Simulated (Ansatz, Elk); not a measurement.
# How far do independent atoms describe LiZn4As3?

The structure of LiZn4As3 used here is made up (a known structure type with other elements) and was relaxed beforehand with PBE. The aim is the Fourier transform of its all-electron density, F(hkl), set beside the sum over free spherical atoms that refinements use.

Main program and level: Elk 11.2.3 (patched build); DFT, PBE, all-electron APW+lo, Dirac cores, scalar-relativistic bands, static density, no spin.

The structure was built from a prototype and need not be the compound's stable phase.

## 1. Set-up

Symmetry: P4/mmm, No. 123, tetragonal system. The conventional cell has a = 4.105 Å, b = 4.105 Å, c = 9.800 Å, α = 90.00°, β = 90.00°, γ = 90.00°. Nearest to As lie 8 Zn at 2.66 Å. Nearest to As lie 4 Zn at 2.52 Å. Zn has 4 As at 2.52 to 2.66 Å nearest. Nearest to Li lie 8 As at 3.39 Å. Farther neighbours are not listed.

## 2. Ground state and structure factors

An all-electron density is needed, since X-rays see the cores too. Task 0 finds the density and task 195 Fourier-transforms it; tshift is off so that phases refer to the origin typed.

elk.in reads:

```
tasks
  0
  195

xctype
  20

spinpol
  .false.

rgkmax
  7.0

gmaxvr
  14.0

lmaxo
  7

lmaxapw
  8

swidth
  0.002

tshift
  .false.

ramdisk
  .false.

hmaxvr
  5.5

maxscl
  120

epspot
  1e-06

sppath
  './'

avec
  7.75728090479 -0.00000000000 0.00000000000
  -0.00000000000 7.75728090479 0.00000000000
  0.00000000000 0.00000000000 18.51957675773

atoms
  3
  'As.in'
  3
  -0.0000000000 0.0000000000 -0.0000000000   0.000000 0.000000 0.000000
  0.5000000000 0.5000000000 0.6780827389   0.000000 0.000000 0.000000
  0.5000000000 0.5000000000 0.3219172611   0.000000 0.000000 0.000000
  'Zn.in'
  4
  0.5000000000 -0.0000000000 0.8281287159   0.000000 0.000000 0.000000
  -0.0000000000 0.5000000000 0.8281287159   0.000000 0.000000 0.000000
  0.5000000000 -0.0000000000 0.1718712841   0.000000 0.000000 0.000000
  -0.0000000000 0.5000000000 0.1718712841   0.000000 0.000000 0.000000
  'Li.in'
  1
  -0.0000000000 0.0000000000 0.5000000000   0.000000 0.000000 0.000000

ngridk
  6 6 3
```

Command:

```bash
$ OMP_NUM_THREADS=4 elk
```

Numbers of over 12 decimals in the logs are rounded to 6 here.

Output:

```text
┌─────────────────────────┐
│ Elk code version 11.2.3 │
└─────────────────────────┘

All units are atomic (Hartree, Bohr, etc.)

┌─────────────────────────────────────────────────┐
│ Ground-state run starting from atomic densities │
└─────────────────────────────────────────────────┘

Lattice vectors :
   7.757280905      -0.000000000       0.000000000
  -0.000000000       7.757280905       0.000000000
   0.000000000       0.000000000       18.51957676

Reciprocal lattice vectors :
  0.8099726417       0.000000000      -0.000000000
   0.000000000      0.8099726417      -0.000000000
  -0.000000000      -0.000000000      0.3392726189

Unit cell volume      :    1114.423070
Brillouin zone volume :   0.2225817288

Muffin-tin inner radius fraction :   0.1000000000E-01

Nuclei treated as point charges

Species : 1 (As)
 parameters loaded from : As.in
 name : arsenic
 nuclear charge    :   -33.00000000
 electronic charge :    33.00000000
 atomic mass :    136573.7220
 muffin-tin radius :    2.360661043
 number of radial points in muffin-tin :    993
 inner part over the whole radius :   0.9909953645E-02
 number on inner part of muffin-tin    :    702
 approximate nuclear radius :   0.7712558785E-04
 number of mesh points to nuclear radius :    342
 atomic positions (lattice), magnetic fields (Cartesian) :
  1 :   0.00000000  0.00000000  0.00000000    0.00000000  0.00000000  0.00000000
  2 :   0.50000000  0.50000000 -0.32191726    0.00000000  0.00000000  0.00000000
  3 :   0.50000000  0.50000000  0.32191726    0.00000000  0.00000000  0.00000000

Species : 2 (Zn)
 parameters loaded from : Zn.in
 name : zinc
 nuclear charge    :   -30.00000000
 electronic charge :    30.00000000
 atomic mass :    119233.3130
 muffin-tin radius :    2.360661043
 number of radial points in muffin-tin :    993
 inner part over the whole radius :   0.9891845493E-02
 number on inner part of muffin-tin    :    701
 approximate nuclear radius :   0.7484757725E-04
 number of mesh points to nuclear radius :    338
 atomic positions (lattice), magnetic fields (Cartesian) :
  1 :   0.50000000  0.00000000 -0.17187128    0.00000000  0.00000000  0.00000000
  2 :   0.00000000  0.50000000 -0.17187128    0.00000000  0.00000000  0.00000000
  3 :   0.50000000  0.00000000  0.17187128    0.00000000  0.00000000  0.00000000
  4 :   0.00000000  0.50000000  0.17187128    0.00000000  0.00000000  0.00000000

Species : 3 (Li)
 parameters loaded from : Li.in
 name : lithium
 nuclear charge    :   -3.000000000
 electronic charge :    3.000000000
 atomic mass :    12652.66898
 muffin-tin radius :    1.800000000
 number of radial points in muffin-tin :    593
 inner part over the whole radius :   0.9806707936E-02
 number on inner part of muffin-tin    :    401
 approximate nuclear radius :   0.4000070961E-04
 number of mesh points to nuclear radius :    148
 atomic positions (lattice), magnetic fields (Cartesian) :
  1 :   0.00000000  0.00000000  0.50000000    0.00000000  0.00000000  0.00000000

Total number of atoms per unit cell :    8
Total muffin-tin volume :    410.1626937
 ratio of muffin-tin to unit cell volume :   0.3680493566

Spin treatment :
 spin-unpolarised

Number of Bravais lattice symmetries :   16
Number of crystal symmetries         :   16
Crystal has inversion symmetry
Real symmetric eigensolver will be used

k-point grid :      6     6     3
k-point offset :    0.000000000       0.000000000       0.000000000
k-point set is reduced with full crystal symmetry group
Total number of k-points :       20

Muffin-tin radius times maximum |G+k| :    7.000000000
 using average radius
Maximum |G+k| for APW functions       :    3.055996670
Maximum (1/2)|G+k|²                   :    4.669557823
Maximum |G| for potential and density :    14.00000000
Constant for pseudocharge density :    8
 order of it for each species :   15  15  15
 order of it for pair densities of each species (exact exchange by exxq0 0: 16) :   10  10   5
Radial integration step length :    1

[...]
(states/Hartree/unit cell)

Estimated indirect band gap :   0.1834467672E-01
 from k-point 11 to k-point 1
Estimated direct band gap   :   0.1883124262E-01
 at k-point 1

Charges :
 core                        :    102.0000000
 valence                     :    120.0000000
 interstitial                :    10.52488771
 muffin-tins (core leakage)
  species : 1 (As)
[...]
species : 2 (Zn)
[...]
species : 3 (Li)
   atom 1                    :    2.025772693     (   0.000000000    )
 total in muffin-tins        :    211.4751123
 total calculated charge     :    221.9983962
 total charge                :    222.0000000
 error                       :   0.1603769637E-02

RMS change in Kohn-Sham potential (target) :    4.999281076     (  0.1000000000E-05)
Absolute change in total energy (target)   :    11.66820365     (  0.1000000000E-03)

[... loops 3 to 17 left out ...]

┌──────────────────┐
│ Loop number : 18 │
└──────────────────┘

Energies :
 Fermi                       :     0.169871
 sum of occupied eigenvalues :     -8043.4006374579
 electron kinetic            :      14259.385883555
 core electron kinetic       :      12853.014748971
 Coulomb                     :     -27694.514921295
 Coulomb potential           :     -21600.322542806
 nuclear-nuclear             :     -1461.9647685471
 electron-nuclear            :     -30902.713307208
 Hartree                     :      4670.1631544596
 Madelung                    :     -16894.353649892
 xc potential                :     -702.46397820682
 exchange                    :     -529.43685079680
 correlation                 :     -10.730366323146
 electron entropic           :    -0.27083439743497E-03
 total energy                :     -13975.296525695

Density of states at Fermi energy :    18.42516140
 (states/Hartree/unit cell)

Estimated indirect band gap :   0.4249313646E-02
 from k-point 1 to k-point 1
Estimated direct band gap   :   0.4249313646E-02
 at k-point 1

Charges :
 core                        :    102.0000000
 valence                     :    120.0000000
 interstitial                :    10.45103966
 muffin-tins (core leakage)
  species : 1 (As)
[...]
species : 2 (Zn)
[...]
species : 3 (Li)
   atom 1                    :    2.033054489     (   0.000000000    )
 total in muffin-tins        :    211.5489603
 total calculated charge     :    221.9984002
 total charge                :    222.0000000
 error                       :   0.1599828565E-02

RMS change in Kohn-Sham potential (target) :   0.2263380561E-06 (  0.1000000000E-05)
Absolute change in total energy (target)   :   0.4091379196E-04 (  0.1000000000E-03)

Convergence targets achieved

┌──────────────────┐
│ Loop number : 19 │
└──────────────────┘

Energies :
 Fermi                       :     0.169871
 sum of occupied eigenvalues :     -8043.4006308796
 electron kinetic            :      14259.385884229
 core electron kinetic       :      12853.014752222
 Coulomb                     :     -27694.514914800
 Coulomb potential           :     -21600.322558020
 nuclear-nuclear             :     -1461.9647685471
 electron-nuclear            :     -30902.713279105
 Hartree                     :      4670.1631328521
 Madelung                    :     -16894.353635790
 xc potential                :     -702.46395708903
 exchange                    :     -529.43685025304
 correlation                 :     -10.730366311970
 electron entropic           :    -0.27083396983441E-03
 total energy                :     -13975.296517970

Density of states at Fermi energy :    18.42511868
 (states/Hartree/unit cell)

Estimated indirect band gap :   0.4249344439E-02
 from k-point 1 to k-point 1
Estimated direct band gap   :   0.4249344439E-02
 at k-point 1

Charges :
 core                        :    102.0000000
 valence                     :    120.0000000
 interstitial                :    10.45103985
 muffin-tins (core leakage)
  species : 1 (As)
[...]
species : 2 (Zn)
[...]
atom 2                    :    28.82009626     (  0.1021895422E-03)
   atom 3                    :    28.82009626     (  0.1021895422E-03)
   atom 4                    :    28.82009626     (  0.1021895422E-03)
  species : 3 (Li)
   atom 1                    :    2.033054506     (   0.000000000    )
 total in muffin-tins        :    211.5489602
 total calculated charge     :    221.9984002
 total charge                :    222.0000000
 error                       :   0.1599828556E-02

┌──────────────────────────────┐
│ Self-consistent loop stopped │
└──────────────────────────────┘

Warning : core states of species 1 leak from the muffin-tin :   0.1814858843E-03

Warning : core states of species 2 leak from the muffin-tin :   0.1021895422E-03

Wrote STATE.OUT
```

Wall time 57 s (4 threads of AMD EPYC 7R13 (Zen 3), shared host); peak memory 0.32 GiB.

SFACRHO.OUT:

```text

h k l indices transformed by vhmat matrix:
   1.000000000       0.000000000       0.000000000    
   0.000000000       1.000000000       0.000000000    
   0.000000000       0.000000000       1.000000000    

      h      k      l  multipl.   |H|            Re(F)            Im(F)           |F|

      0      0      0      1   0.0000000       222.00000     -0.56706409E-16   222.00000    
      0      0      1      2  0.33927262       56.786256     -0.28589364E-13   56.786256    
      0      0      2      2  0.67854524      -67.036855      0.18444809E-13   67.036855    
      0     -1      0      4  0.80997264      -27.813629      0.34583086E-13   27.813629    
      0      1      1      8  0.87815807       52.892472      0.10136803E-13   52.892472    
      0      0      3      2   1.0178179      -21.391499      0.15524851E-12   21.391499    
      0      1     -2      8   1.0566359       64.663736     -0.28412508E-14   64.663736    
     -1     -1      0      4   1.1454743      -16.610152     -0.24915249E-14   16.610152    
      1      1     -1      8   1.1946620      -45.237229     -0.48883786E-13   45.237229    
     -1      0      3      8   1.3007724      -26.891836     -0.64511183E-13   26.891836    
      1      1      2      8   1.3313658       49.155540     -0.59133945E-13   49.155540    
      0      0      4      2   1.3570905      -21.061007      0.44079955E-13   21.061007    
      1      1     -3      8   1.5323396       163.80217      0.11657928E-12   163.80217    
      0      1     -4      8   1.5804272       37.973674     -0.24509419E-13   37.973674    
      0      2      0      4   1.6199453       165.19343      0.60533393E-13   165.19343    
      0      2      1      8   1.6550917       43.533765     -0.90131753E-14   43.533765    
      0      0     -5      2   1.6963631       41.453041      0.14029030E-12   41.453041    
      0     -2      2      8   1.7563161      -52.416653      0.56599360E-13   52.416653
```

Elk indexes on the primitive cell of elk.in and gives |H| = 4π sin θ/λ in inverse bohr. Below, one row stands for each form hkl of the conventional cell (m members, Friedel mates merged), F is for one primitive cell and the density is static (no thermal factor). Free-atom factors are Waasmaier and Kirfel's, and R is Σm||F|−|F'||/Σm|F|.

```tsv
hkl	m	sin θ/λ (Å⁻¹)	abs F, DFT	neutral atoms	diff.
001	2	0.051	56.786	56.794	-0.008
002	2	0.102	67.037	66.933	+0.104
100	4	0.122	27.814	27.488	+0.325
101	8	0.132	52.892	52.500	+0.392
003	2	0.153	21.392	22.199	-0.808
102	8	0.159	64.664	64.322	+0.342
110	4	0.172	16.610	17.308	-0.698
111	8	0.180	45.237	45.552	-0.315
103	8	0.196	26.892	26.933	-0.041
112	8	0.200	49.156	49.453	-0.297
004	2	0.204	21.061	21.372	-0.311
113	8	0.230	163.802	164.712	-0.910
104	8	0.238	37.974	38.120	-0.146
200	4	0.244	165.193	166.341	-1.148
201	8	0.249	43.534	43.943	-0.409
005	2	0.255	41.453	41.797	-0.344
202	8	0.264	52.417	52.938	-0.521
114	8	0.267	47.281	47.738	-0.457
210	8	0.272	21.922	22.060	-0.138
211	16	0.277	42.191	42.419	-0.227
105	8	0.283	57.336	57.721	-0.385
203	8	0.288	17.054	17.432	-0.378
```

## 3. The highest occupied states alone

An energy window below the Fermi level keeps the highest occupied states, to see at which angles they scatter; shallow core shells can lie inside it and anion s states outside. No new self-consistency is needed.

Changes to elk.in since step 2:

```diff
@@ -1,3 +1,2 @@
 tasks
-  0
   195
@@ -40,2 +39,5 @@
 
+wsfac
+  -0.197620 0.469870
+
 sppath
```

Command:

```bash
$ OMP_NUM_THREADS=4 elk
```

Output:

```text
┌─────────────────────────────────┐
│ Elk code version 11.2.3 started │
└─────────────────────────────────┘

Info(readinput): the functional depends on the density's gradient
 muffin-tin radial points multiplied by    2.00000
 (not where nrmtscf is given)

┌────────────────────┐
│ Current task : 195 │
└────────────────────┘
Info(checkmt): changed muffin-tin radius of species 1 (As) from   2.4000 to   2.3607
Info(checkmt): changed muffin-tin radius of species 2 (Zn) from   2.4000 to   2.3607

Info(sfacrho): density structure factors written to SFACRHO.OUT

 Energy window :  -0.1976200000      0.4698700000

┌──────────────────┐
│ Elk code stopped │
└──────────────────┘
```

Run time: 15 s. Hardware: 4 threads; peak memory 0.25 GiB.

States within 10 eV below the Fermi level hold 58.00 electrons; any levels below the window count with the cores. Their amplitudes can exceed the total, where window and core parts have opposite phase:

```tsv
hkl	sin θ/λ (Å⁻¹)	abs F, window	abs F, all
001	0.051	20.595	56.786
002	0.102	22.237	67.037
100	0.122	1.706	27.814
101	0.132	3.076	52.892
003	0.153	30.755	21.392
102	0.159	2.160	64.664
110	0.172	30.097	16.610
111	0.180	14.962	45.237
103	0.196	0.523	26.892
112	0.200	16.638	49.156
```

## 4. Another functional

The difference from free atoms is small, so it is set against the change that LDA (Perdew-Wang) makes.

Changes to elk.in since step 3:

```diff
@@ -1,2 +1,3 @@
 tasks
+  0
   195
@@ -4,3 +5,3 @@
 xctype
-  20
+  3
 
@@ -39,5 +40,2 @@
 
-wsfac
-  -0.197620 0.469870
-
 sppath
```

Command:

```bash
$ OMP_NUM_THREADS=4 elk
```

Output:

```text
┌─────────────────────────┐
│ Elk code version 11.2.3 │
└─────────────────────────┘

All units are atomic (Hartree, Bohr, etc.)

┌─────────────────────────────────────────────────┐
│ Ground-state run starting from atomic densities │
└─────────────────────────────────────────────────┘

Lattice vectors :
   7.757280905      -0.000000000       0.000000000
  -0.000000000       7.757280905       0.000000000
   0.000000000       0.000000000       18.51957676

Reciprocal lattice vectors :
  0.8099726417       0.000000000      -0.000000000
[...]
atom 4                    :    28.83909687     (  0.1034574290E-03)
  species : 3 (Li)
   atom 1                    :    2.032014200     (   0.000000000    )
 total in muffin-tins        :    211.6318410
 total calculated charge     :    221.9983765
 total charge                :    222.0000000
 error                       :   0.1623476602E-02

┌──────────────────────────────┐
│ Self-consistent loop stopped │
└──────────────────────────────┘

Warning : core states of species 1 leak from the muffin-tin :   0.1804992139E-03

Warning : core states of species 2 leak from the muffin-tin :   0.1034574290E-03

Wrote STATE.OUT
[key lines of the parts left out:]
total energy                :     -13955.403402599
```

Elapsed: 38 s, on 4 threads; peak memory 0.27 GiB; 1.8 min of CPU time.

Against the first run R = 0.07 %; the largest change is -0.117 at 206.

## 5. Basis size

A smaller basis shows how fast F responds to it; the change is likely larger than the basis error of the first run, but doesn't show convergence.

Changes to elk.in since step 4:

```diff
@@ -5,3 +5,3 @@
 xctype
-  3
+  20
 
@@ -11,3 +11,3 @@
 rgkmax
-  7.0
+  5.5
```

Command:

```bash
$ OMP_NUM_THREADS=4 elk
```

Output:

```text
┌─────────────────────────┐
│ Elk code version 11.2.3 │
└─────────────────────────┘

All units are atomic (Hartree, Bohr, etc.)

┌─────────────────────────────────────────────────┐
│ Ground-state run starting from atomic densities │
└─────────────────────────────────────────────────┘

Lattice vectors :
   7.757280905      -0.000000000       0.000000000
  -0.000000000       7.757280905       0.000000000
   0.000000000       0.000000000       18.51957676

Reciprocal lattice vectors :
  0.8099726417       0.000000000      -0.000000000
[...]
atom 4                    :    28.79176248     (  0.1026644990E-03)
  species : 3 (Li)
   atom 1                    :    2.031211011     (   0.000000000    )
 total in muffin-tins        :    211.3813382
 total calculated charge     :    221.9984778
 total charge                :    222.0000000
 error                       :   0.1522227357E-02

┌──────────────────────────────┐
│ Self-consistent loop stopped │
└──────────────────────────────┘

Warning : core states of species 1 leak from the muffin-tin :   0.1820370142E-03

Warning : core states of species 2 leak from the muffin-tin :   0.1026644990E-03

Wrote STATE.OUT
[key lines of the parts left out:]
total energy                :     -13975.108943755
```

It took 48 s on 4 threads; peak memory 0.3 GiB; 2.1 min of CPU time.

Against the first run R = 0.03 %; the largest change is +0.105 at 220.

## 6. Settings against the effect

```tsv
run	R against the first run (%)	R against neutral atoms, low angle (%)	wall time
PBE, rgkmax 7	0.00	0.73	57 s
LDA (Perdew-Wang)	0.07	0.74	38 s
rgkmax 5.5	0.03	0.72	48 s
```

## 7. Results

| Property | Result |
| --- | --- |
| R against neutral atoms, sin θ/λ < 0.3 Å⁻¹ | 0.73 % |
| R against neutral atoms, 0.3 to 0.64 Å⁻¹ | 0.21 % |

**Reading.** Independent neutral atoms miss the calculated amplitudes by R = 0.73 % below 0.3 Å⁻¹ and 0.21 % from there to 0.64 Å⁻¹; by shells, 0.60 % below 0.15 Å⁻¹ (4 forms), 0.74 % 0.15 to 0.3 (19 forms), 0.27 % 0.3 to 0.45 (38 forms), 0.18 % above 0.45 (88 forms). Bonding, aspherical density and the tables' own atoms all enter these figures, and the runs don't part them. The largest change of an amplitude is -1.15 electrons, at 200. The window's part falls from 58.0 electrons at the origin to at most 11.68 between 0.45 and 0.64 Å⁻¹, where compact states inside the window still scatter. Below 0.3 Å⁻¹ the changes that finished (LDA (Perdew-Wang) and rgkmax 5.5) move F by R = 0.02 % at most, against the 0.73 % that separates it from free atoms. The k-mesh has no finished test. Part of the difference isn't bonding: the tables are fits to free atoms and ions calculated by other methods than this functional. Thermal motion, anomalous dispersion and extinction are left out.

[Logs are printed without paths, hosts, clocks, repeated set-up lines and the standing remarks that a program may print on its own settings, such as how far it seeks lower states.]

[Hosts, paths, dates, database ids (printed as entryN), source tags and the programs' standing remarks are cut or masked in the printed files.]
